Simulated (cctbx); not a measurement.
# Sr3Nb2WC5 with cctbx, script by script

Library: cctbx 2025.11. The data are simulated by the first script.

## 1. Simulate the data

run.py:

```python
from cctbx import adptbx, crystal, miller, sgtbx, xray
from cctbx.array_family import flex
from iotbx.shelx import hklf
from scitbx import matrix
import scitbx.random

cs = crystal.symmetry(unit_cell=(6.269, 8.237, 8.547, 108.9, 102.4, 102.34), space_group_symbol='Hall: -P 1')  # P-1
atoms = [  # label, site, U (iso, or U11 U22 U33 U12 U13 U23 in A^2), occupancy
    ("W1", (0.0966, 0.6772, 0.0015), (0.0024, 0.0022, 0.0027, 0.0012, 0.0008, 0.0008), 1),
    ("Nb1", (0.9112, 0.1311, 0.3023), (0.0034, 0.0045, 0.0028, 0.0016, 0.0013, 0.0012), 1),
    ("Nb2", (0.2761, 0.9864, 0.4055), (0.0052, 0.0064, 0.0048, 0.0039, 0.0004, 0.0002), 1),
    ("Sr1", (0.319, 0.3283, 0.7802), (0.0055, 0.0076, 0.0062, 0.0029, 0.0022, 0.0030), 1),
    ("Sr2", (0.3715, 0.1795, 0.1229), (0.0038, 0.0032, 0.0048, 0.0010, 0.0019, 0.0011), 1),
    ("Sr3", (0.2525, 0.556, 0.4164), (0.0034, 0.0033, 0.0034, 0.0010, 0.0003, 0.0016), 1),
    ("C1", (0.8208, 0.3367, 0.2301), (0.0065, 0.0051, 0.0062, 0.0026, 0.0034, 0.0029), 1),
    ("C2", (0.5988, 0.0387, 0.3521), (0.0083, 0.0057, 0.0060, 0.0014, 0.0030, 0.0018), 1),
    ("C3", (0.232, 0.4961, 0.0915), (0.0076, 0.0054, 0.0064, 0.0015, 0.0024, 0.0015), 1),
    ("C4", (0.2579, 0.2453, 0.4308), (0.0052, 0.0050, 0.0045, 0.0018, 0.0017, 0.0016), 1),
    ("C5", (0.0113, 0.9083, 0.1579), (0.0067, 0.0051, 0.0064, 0.0008, 0.0030, 0.0030), 1),
]
xs = xray.structure(crystal_symmetry=cs)
for label, site, u, occ in atoms:
    u = adptbx.u_cif_as_u_star(cs.unit_cell(), u) if isinstance(u, tuple) else u
    xs.add_scatterer(xray.scatterer(label, site=site, u=u, occupancy=occ))
xs.set_inelastic_form_factors(1.54184, "sasaki")
xs.show_summary()
p1 = xs.expand_to_p1()
ms = miller.build_set(p1, anomalous_flag=True, d_min=0.83)
flex.set_random_seed(457307)
scitbx.random.set_random_seed(457307)
ms = ms.select(flex.random_double(ms.size()) < 0.95)
i = ms.structure_factors_from_scatterers(p1, algorithm="direct").f_calc().as_intensity_array().data()
i = i * 5000 / flex.max(i)
sig = flex.sqrt(i + flex.pow2(0.03 * i) + 2 ** 2)
noise = scitbx.random.variate(scitbx.random.normal_distribution())(i.size())
data = ms.array(data=i + sig * noise, sigmas=sig).set_observation_type_xray_intensity()
with open("data.hkl", "w") as f:
    data.export_as_shelx_hklf(f)
print("reflections written:", data.size(), " <I/sigma> = %.1f" % flex.mean(data.data() / data.sigmas()))
for h, a, b in list(data.sort("data"))[:12]:
    print("%4d%4d%4d %9.1f %7.1f" % (h + (a, b)))
```

```console
$ python run.py
```

```text
Number of scatterers: 11
At special positions: 0
Unit cell: (6.269, 8.237, 8.547, 108.9, 102.4, 102.34)
Space group: P -1 (No. 2)
reflections written: 2711  <I/sigma> = 10.1
   1   0  -3    4957.6   165.8
  -1   0   3    4757.3   165.8
  -1  -2   2    4539.6   151.4
   1   2  -2    4446.2   151.4
   0  -2  -1    3597.5   120.3
   0   2   1    3589.3   120.3
  -2  -2   5    3011.4   105.5
   2   2  -5    2973.2   105.5
   1  -3   1    2866.6    96.8
  -1   3  -1    2747.1    96.8
  -2   1   1    2492.0    89.0
   1  -1   2    2258.0    80.0
```

Run time: 0.27 s on 1 thread of Arm Neoverse V2 (shared host), peak memory 0.07 GiB.

## 2. Symmetry

run.py:

```python
from cctbx import crystal, sgtbx, statistics
from cctbx.array_family import flex
from iotbx.shelx import hklf

p1 = crystal.symmetry(unit_cell=(6.269, 8.237, 8.547, 108.9, 102.4, 102.34), space_group_symbol="P 1")
raw = hklf.reader(file_name="data.hkl").as_miller_arrays(crystal_symmetry=p1, anomalous=True)[0]
print(raw.size(), "reflections to d = %.3f A" % raw.d_min())
isig = raw.data() / raw.sigmas()
print("centring   violations  <I/sigma> of those")
best = "P"
for c in "ABCIRF":
    a = raw.customized_copy(space_group_info=sgtbx.space_group_info("Hall: %s 1" % c)).sys_absent_flags().data()
    m = flex.mean(isig.select(a))
    print("%5s %10d of %5d %8.1f" % (c, (isig.select(a) > 4).count(True), a.count(True), m))
    if (isig.select(a) > 4).count(True) < 0.01 * a.count(True):
        best = c
raw = raw.select(~raw.customized_copy(space_group_info=sgtbx.space_group_info("Hall: %s 1" % best)).sys_absent_flags().data())
isig = raw.data() / raw.sigmas()
rows = []
for s in sgtbx.space_group_symbol_iterator():
    g = sgtbx.space_group(s)
    if g.conventional_centring_type_symbol() != best or not g.is_compatible_unit_cell(p1.unit_cell(), 1e-3, 0.02):
        continue
    rows.append((s, g))
print("Laue class    unique    Rint  (classes that these axes allow; Friedel mates merged)")
rint = {}
for s, g in rows:
    laue = g.build_derived_patterson_group()
    key = laue.type().hall_symbol()
    if key not in rint:
        m = raw.customized_copy(space_group_info=laue.info(), anomalous_flag=False).merge_equivalents()
        rint[key] = m.r_int()
        print("%-14s %6d %7.3f" % (laue.type().lookup_symbol(), m.array().size(), m.r_int()))
floor = min(rint.values())
good = [(s, g) for s, g in rows if rint[g.build_derived_patterson_group().type().hall_symbol()] < 2 * floor + 0.03]
top = max(g.build_derived_patterson_group().order_z() for s, g in good)
print("space group    extra absences  I>4sigma  <I/sigma>")
for s, g in good:
    laue = g.build_derived_patterson_group()
    if laue.order_z() != top:
        continue
    a = raw.customized_copy(space_group_info=g.info()).sys_absent_flags().data()
    a &= ~raw.customized_copy(space_group_info=laue.info()).sys_absent_flags().data()
    bad = (isig.select(a) > 4).count(True)
    if bad <= 0.03 * a.count(True):
        print("%-16s %8d %10d %9s  %s" % (s.universal_hermann_mauguin(), a.count(True), bad, "%.1f" % flex.mean(isig.select(a)) if a.count(True) else "-", "centric" if g.is_centric() else "acentric"))
laue = max(good, key=lambda t: t[1].build_derived_patterson_group().order_z())[1].build_derived_patterson_group()
f = raw.customized_copy(space_group_info=laue.info(), anomalous_flag=False).merge_equivalents().array().eliminate_sys_absent().f_sq_as_f()
f.set_observation_type_xray_amplitude()
bins = max(3, min(8, f.size() // 12))
f.setup_binner(n_bins=bins)
w = statistics.wilson_plot(f, {e: n / laue.order_z() for e, n in {'W': 2.0, 'Nb': 4.0, 'Sr': 6.0, 'C': 10.0}.items()}, e_statistics=True)
print("Wilson B = %.2f A^2   <|E^2-1|> = %.3f (0.968 centric, 0.736 acentric)   E^2>4: %.1f %%" % (w.wilson_b, w.mean_e_sq_minus_1, w.percent_e_sq_gt_2))
print("shell (A)         n   <I/sigma>")
m = raw.customized_copy(space_group_info=laue.info(), anomalous_flag=False).merge_equivalents().array().eliminate_sys_absent()
for b in m.setup_binner(n_bins=bins).range_used():
    sel = m.binner().selection(b)
    print("%5.2f - %4.2f %6d %8.1f" % (min(m.binner().bin_d_range(b)[0] if m.binner().bin_d_range(b)[0] > 0 else 99, 99), m.binner().bin_d_range(b)[1], sel.count(True), flex.mean((m.data() / m.sigmas()).select(sel))))
```

```console
$ python run.py
```

```text
2711 reflections to d = 0.830 A
centring   violations  <I/sigma> of those
    A       1037 of  1363     10.1
    B       1038 of  1360     10.0
    C       1033 of  1355     10.1
    I       1022 of  1361      9.9
    R       1396 of  1812     10.1
    F       1554 of  2039     10.1
Laue class    unique    Rint  (classes that these axes allow; Friedel mates merged)
P -1             1424   0.034
space group    extra absences  I>4sigma  <I/sigma>
P 1                     0          0         -  acentric
P -1                    0          0         -  centric
Wilson B = 0.25 A^2   <|E^2-1|> = 0.930 (0.968 centric, 0.736 acentric)   E^2>4: 3.6 %
shell (A)         n   <I/sigma>
 7.70 - 1.66    173     13.9
 1.66 - 1.32    184     14.7
 1.32 - 1.15    176     14.2
 1.15 - 1.05    165     13.0
 1.05 - 0.97    187     12.0
 0.97 - 0.91    180     11.6
 0.91 - 0.87    177     11.1
 0.87 - 0.83    182     11.4
```

Time: 0.28 s.

## 3. Patterson map

run.py:

```python
from cctbx import crystal, maptbx
from iotbx.shelx import hklf

cs = crystal.symmetry(unit_cell=(6.269, 8.237, 8.547, 108.9, 102.4, 102.34), space_group_symbol='Hall: -P 1')  # P-1
raw = hklf.reader(file_name="data.hkl").as_miller_arrays(crystal_symmetry=cs, anomalous=True)[0]
merged = raw.eliminate_sys_absent().merge_equivalents()
fo2 = merged.array().set_observation_type_xray_intensity()
f = fo2.average_bijvoet_mates().f_sq_as_f()
pm = f.patterson_map(symmetry_flags=maptbx.use_space_group_symmetry, sharpening=False, resolution_factor=0.25)
peaks = pm.peak_search(parameters=maptbx.peak_search_parameters(min_distance_sym_equiv=0.4, max_clusters=14)).all()
top = peaks.heights()[0]
print("Patterson group", f.patterson_symmetry().space_group_info())
print("      u       v       w   height  length (A)")
for x, h in zip(peaks.sites(), peaks.heights()):
    y = [t - round(t) for t in x]
    print("%7.3f %7.3f %7.3f %8.1f %8.2f" % (x + (1000 * h / top, cs.unit_cell().length(y))))
```

```console
$ python run.py
```

```text
Patterson group P -1
      u       v       w   height  length (A)
  0.000   0.000   0.000   1000.0     0.00
  0.276   0.493   0.111    336.7     3.76
 -0.013   0.185   0.687    281.0     3.47
  0.356   0.243   0.431    270.1     3.51
  0.434   0.026   0.795    259.5     3.54
  0.475   0.864   0.135    241.6     3.50
  0.190   0.308   0.405    238.3     3.33
  0.219   0.650   0.769    223.9     3.65
  0.191   0.550   0.701    219.6     4.33
  0.372   0.668   0.410    217.6     5.53
  0.193   0.353   0.000    209.6     2.90
  0.474   0.091   0.828    204.1     3.63
  0.154   0.879   0.415    199.2     3.97
  0.353   0.830   0.466    118.0     4.88
```

Time: 0.29 s.

## 4. Charge flipping

run.py:

```python
import itertools
from cctbx import crystal, maptbx
from cctbx.array_family import flex
from iotbx.shelx import hklf
from smtbx.ab_initio import charge_flipping as cf

cs = crystal.symmetry(unit_cell=(6.269, 8.237, 8.547, 108.9, 102.4, 102.34), space_group_symbol='Hall: -P 1')  # P-1
raw = hklf.reader(file_name="data.hkl").as_miller_arrays(crystal_symmetry=cs, anomalous=True)[0]
merged = raw.eliminate_sys_absent().merge_equivalents()
fo2 = merged.array().set_observation_type_xray_intensity()
f = fo2.average_bijvoet_mates().f_sq_as_f().resolution_filter(d_min=0.9)
p1 = f.expand_to_p1()
p1.setup_binner_counting_sorted(reflections_per_bin=max(40, p1.size() // 12))
work = p1.array(data=p1.data() / p1.amplitude_quasi_normalisations().data())
flex.set_random_seed(27768)
it = cf.weak_reflection_improved_iterator(delta=None, weak_reflection_fraction=0.2)
it.start(work, phases=flex.random_double(p1.size()) * 6.2832, f_000=0)
it.delta = 1.1 * it.rho_map.sigma()
print("cycle      R  skewness")
for n, st in enumerate(itertools.islice(it, 150)):
    if n % 12 == 0:
        print("%5d %6.3f %8.2f" % (n, st.r1_factor(), st.rho_map.skewness()))
rho = p1.phase_transfer(it.f_calc).fft_map().apply_volume_scaling()
polish = cf.low_density_elimination_iterator(constant_rho_c=rho.sigma())
polish.start(f_obs=p1, phases=it.f_calc, f_000=0)
for _ in range(8):
    next(polish)
print("origin shift          correlation  skewness")
maps = []
for fc, shift, cc in itertools.islice(cf.f_calc_symmetrisations(f, polish.f_calc, 0), 4):
    m = f.phase_transfer(fc).fft_map(symmetry_flags=maptbx.use_space_group_symmetry, resolution_factor=0.25).apply_sigma_scaling()
    maps.append((m.skewness(), cc, m))
    print("%6.3f %6.3f %6.3f %10.3f %9.2f" % (tuple(shift) + (cc, m.skewness())))
skew, cc, m = max((t for t in maps if t[1] > maps[0][1] - 0.04), key=lambda t: t[0])
print("taken: symmetry correlation %.3f, skewness %.2f" % (cc, skew))
peaks = m.peak_search(parameters=maptbx.peak_search_parameters(min_distance_sym_equiv=0.9, max_clusters=16)).all()
sps = cs.special_position_settings(min_distance_sym_equiv=0.5)
print("peak      x       y       z  mult  height/sigma")
for k, (x, h) in enumerate(zip(peaks.sites(), peaks.heights())):
    ss = sps.site_symmetry(x)
    print("Q%-3d %7.4f %7.4f %7.4f %4d %8.1f" % ((k + 1,) + tuple(t % 1 for t in ss.exact_site()) + (ss.multiplicity(), h)))
```

```console
$ python run.py
```

```text
cycle      R  skewness
    0  0.615     0.18
   12  0.522     1.52
   24  0.521     2.29
   36  0.491     3.32
   48  0.495     3.24
   60  0.494     3.24
   72  0.468     2.96
   84  0.483     3.03
   96  0.498     3.09
  108  0.474     3.17
  120  0.493     3.24
  132  0.496     3.06
  144  0.492     3.17
origin shift          correlation  skewness
 0.122  0.482  0.483      0.879      1.53
 0.067  0.069  0.294      0.868      1.35
 0.307  0.112  0.210      0.871      1.30
-0.018  0.242  0.430      0.867      1.51
taken: symmetry correlation 0.879, skewness 1.53
peak      x       y       z  mult  height/sigma
Q1    0.3137  0.4525  0.8923    2      8.3
Q2    0.0484  0.9554  0.7693    2      6.4
Q3    0.3300  0.2547  0.6661    2      6.1
Q4    0.3286  0.2825  0.2079    2      6.0
Q5    0.1380  0.5933  0.9289    2      5.5
Q6    0.2506  0.6742  0.6515    2      5.3
Q7    0.0280  0.7507  0.0695    2      5.2
Q8    0.4421  0.0829  0.9970    2      4.9
Q9    0.3362  0.6191  0.5824    2      4.7
Q10   0.0235  0.7531  0.2134    2      4.6
Q11   0.1769  0.6316  0.4975    2      4.3
Q12   0.4641  0.1283  0.6131    2      4.2
Q13   0.0442  0.4003  0.5829    2      4.1
Q14   0.4213  0.5887  0.0860    2      3.6
Q15   0.3276  0.4985  0.1931    2      3.6
Q16   0.2694  0.7632  0.5523    2      3.6
```

Time: 0.36 s.

## 5. Refinement (model from the peaks)

run.py:

```python
import math
from cctbx import adptbx, crystal, maptbx, sgtbx, xray
from cctbx.array_family import flex
from cctbx.xray import observations
from iotbx.shelx import hklf
from scitbx.lstbx import normal_eqns_solving
from smtbx import absolute_structure, utils
from smtbx.refinement import constraints, least_squares

cs = crystal.symmetry(unit_cell=(6.269, 8.237, 8.547, 108.9, 102.4, 102.34), space_group_symbol='Hall: -P 1')  # P-1
atoms = [  # label, site, U (iso, or U11 U22 U33 U12 U13 U23 in A^2), occupancy
    ("Sr1", (0.3137, 0.4525, 0.8923), 0.0200, 1),
    ("W1", (0.0484, 0.9554, 0.7693), 0.0200, 1),
    ("Nb1", (0.33, 0.2547, 0.6661), 0.0200, 1),
    ("Sr2", (0.3286, 0.2825, 0.2079), 0.0200, 1),
    ("Sr3", (0.2506, 0.6742, 0.6515), 0.0200, 1),
]
xs = xray.structure(crystal_symmetry=cs)
for label, site, u, occ in atoms:
    u = adptbx.u_cif_as_u_star(cs.unit_cell(), u) if isinstance(u, tuple) else u
    xs.add_scatterer(xray.scatterer(label, site=site, u=u, occupancy=occ))
xs.set_inelastic_form_factors(1.54184, "sasaki")
raw = hklf.reader(file_name="data.hkl").as_miller_arrays(crystal_symmetry=cs, anomalous=True)[0]
merged = raw.eliminate_sys_absent().merge_equivalents()
fo2 = merged.array().set_observation_type_xray_intensity()
print("Rint %.3f, %d unique reflections to %.2f A" % (merged.r_int(), fo2.size(), fo2.d_min()))
for sc in xs.scatterers():
    sc.flags.set_grad_site(True)
    sc.flags.set_grad_u_aniso(sc.flags.use_u_aniso())
    sc.flags.set_grad_u_iso(sc.flags.use_u_iso())
obs = fo2.as_xray_observations()
extra = {}
rep = constraints.reparametrisation(xs, [], utils.connectivity_table(xs), **extra)
ls = least_squares.crystallographic_ls(obs, rep, weighting_scheme=least_squares.mainstream_shelx_weighting(a=0, b=0))
print("cycle     R1     wR2    GooF  max shift (A)")
for cycle in range(6):
    ls.build_up()
    r1, wr2, goof = ls.r1_factor(cutoff_factor=2)[0], ls.wR2(), ls.goof()
    old = xs.sites_cart()
    normal_eqns_solving.levenberg_marquardt_iterations(ls, n_max_iterations=3, tau=0.0001, step_threshold=1e-7)
    big = flex.max((xs.sites_cart() - old).norms())
    print("%4d %7.4f %7.4f %7.3f %9.5f" % (cycle + 1, r1, wr2, goof, big))
    ls.build_up(objective_only=True)
    if abs(ls.wR2() - wr2) < 5e-5 and big < 5e-4:
        break
ls.build_up()
print("final R1 %.4f wR2 %.4f GooF %.3f  parameters %d  data/parameter %.1f" % (ls.r1_factor(cutoff_factor=2)[0], ls.wR2(), ls.goof(), ls.n_parameters, fo2.size() / ls.n_parameters))
cov = ls.covariance_matrix_and_annotations()
su = dict(zip(cov.annotations, (math.sqrt(max(v, 0)) for v in cov.matrix.matrix_packed_u_diagonal())))
a2 = cs.unit_cell().reciprocal_parameters()[0] ** -2
print("atom        x        y        z      Ueq    occ   su(xyz)  su(Uiso or U11)")
for sc in xs.scatterers():
    s = max(su.get(sc.label + k, 0) for k in (".x", ".y", ".z"))
    npd = "" if sc.is_positive_definite_u(cs.unit_cell()) else "  NPD"
    print("%-5s %8.5f %8.5f %8.5f %8.4f %6.3f %8.5f %7.4f%s" % ((sc.label,) + sc.site + (sc.u_iso_or_equiv(cs.unit_cell()), sc.occupancy, s, su.get(sc.label + ".uiso", su.get(sc.label + ".u11", 0) * a2), npd)))
fo = fo2.f_sq_as_f()
fc = fo.structure_factors_from_scatterers(xs, algorithm="direct").f_calc()
diff = fo.f_obs_minus_f_calc(1 / math.sqrt(ls.scale_factor()), fc).average_bijvoet_mates()
m = diff.fft_map(symmetry_flags=maptbx.use_space_group_symmetry, resolution_factor=0.25).apply_volume_scaling()
print("difference map: max %.2f min %.2f rms %.2f" % (m.statistics().max(), m.statistics().min(), m.statistics().sigma()))
peaks = m.peak_search(parameters=maptbx.peak_search_parameters(min_distance_sym_equiv=0.6, max_clusters=11)).all()
near = xs.closest_distances(peaks.sites(), distance_cutoff=4)
sps = cs.special_position_settings(min_distance_sym_equiv=0.5)
for k, (x, h) in enumerate(zip(peaks.sites(), peaks.heights())):
    ss = sps.site_symmetry(x)
    print("Q%-3d %7.4f %7.4f %7.4f %4d %7.2f  %.2f A from %s" % ((k + 1,) + tuple(t % 1 for t in ss.exact_site()) + (ss.multiplicity(), h, near.smallest_distances[k], xs.scatterers()[near.i_seqs[k]].label)))
```

```console
$ python run.py
```

```text
Rint 0.034, 1424 unique reflections to 0.83 A
cycle     R1     wR2    GooF  max shift (A)
   1  0.8246  0.9781  15.463   0.37462
   2  0.7288  0.9468  14.968   0.12810
   3  0.7235  0.9441  14.925   0.12691
   4  0.7192  0.9418  14.889   0.03692
   5  0.7187  0.9414  14.883   0.02843
   6  0.7187  0.9412  14.880   0.02744
final R1 0.7186 wR2 0.9410 GooF 14.877  parameters 20  data/parameter 71.2
atom        x        y        z      Ueq    occ   su(xyz)  su(Uiso or U11)
Sr1    0.34542  0.47560  0.89640   0.0001  1.000  0.00787  0.0097
W1     0.06240  0.97350  0.78042   0.0001  1.000  0.00455  0.0060
Nb1    0.31734  0.28766  0.67134   0.0001  1.000  0.00743  0.0088
Sr2    0.25575  0.28691  0.18228   0.0001  1.000  0.00793  0.0090
Sr3    0.29974  0.68738  0.62960   0.0001  1.000  0.00790  0.0095
difference map: max 441.27 min -159.80 rms 27.89
Q1    0.0626  0.9775  0.7797    2  442.36  0.04 A from W1
Q2    0.3335  0.4752  0.8996    2  253.23  0.08 A from Sr1
Q3    0.2589  0.2839  0.1827    2  235.44  0.04 A from Sr2
Q4    0.3059  0.6832  0.6199    2  203.08  0.10 A from Sr3
Q5    0.3651  0.0306  0.0037    2  195.01  2.22 A from W1
Q6    0.1233  0.5640  0.9105    2  179.26  1.71 A from Sr1
Q7    0.1347  0.3753  0.2155    2  177.32  1.18 A from Sr2
Q8    0.0447  0.1600  0.4695    2  165.62  1.94 A from W1
Q9    0.3067  0.2827  0.6696    2  150.76  0.07 A from Nb1
Q10   0.4832  0.1740  0.0959    2  138.46  2.00 A from Sr2
Q11   0.2149  0.8365  0.1771    2  134.00  2.58 A from W1
```

Time: 0.74 s.

Figures of merit this high mean that the model is still wrong or incomplete.

[Logs are printed without paths, hosts, clocks, repeated set-up lines and the standing remarks that a program may print on its own settings, such as how far it seeks lower states.]
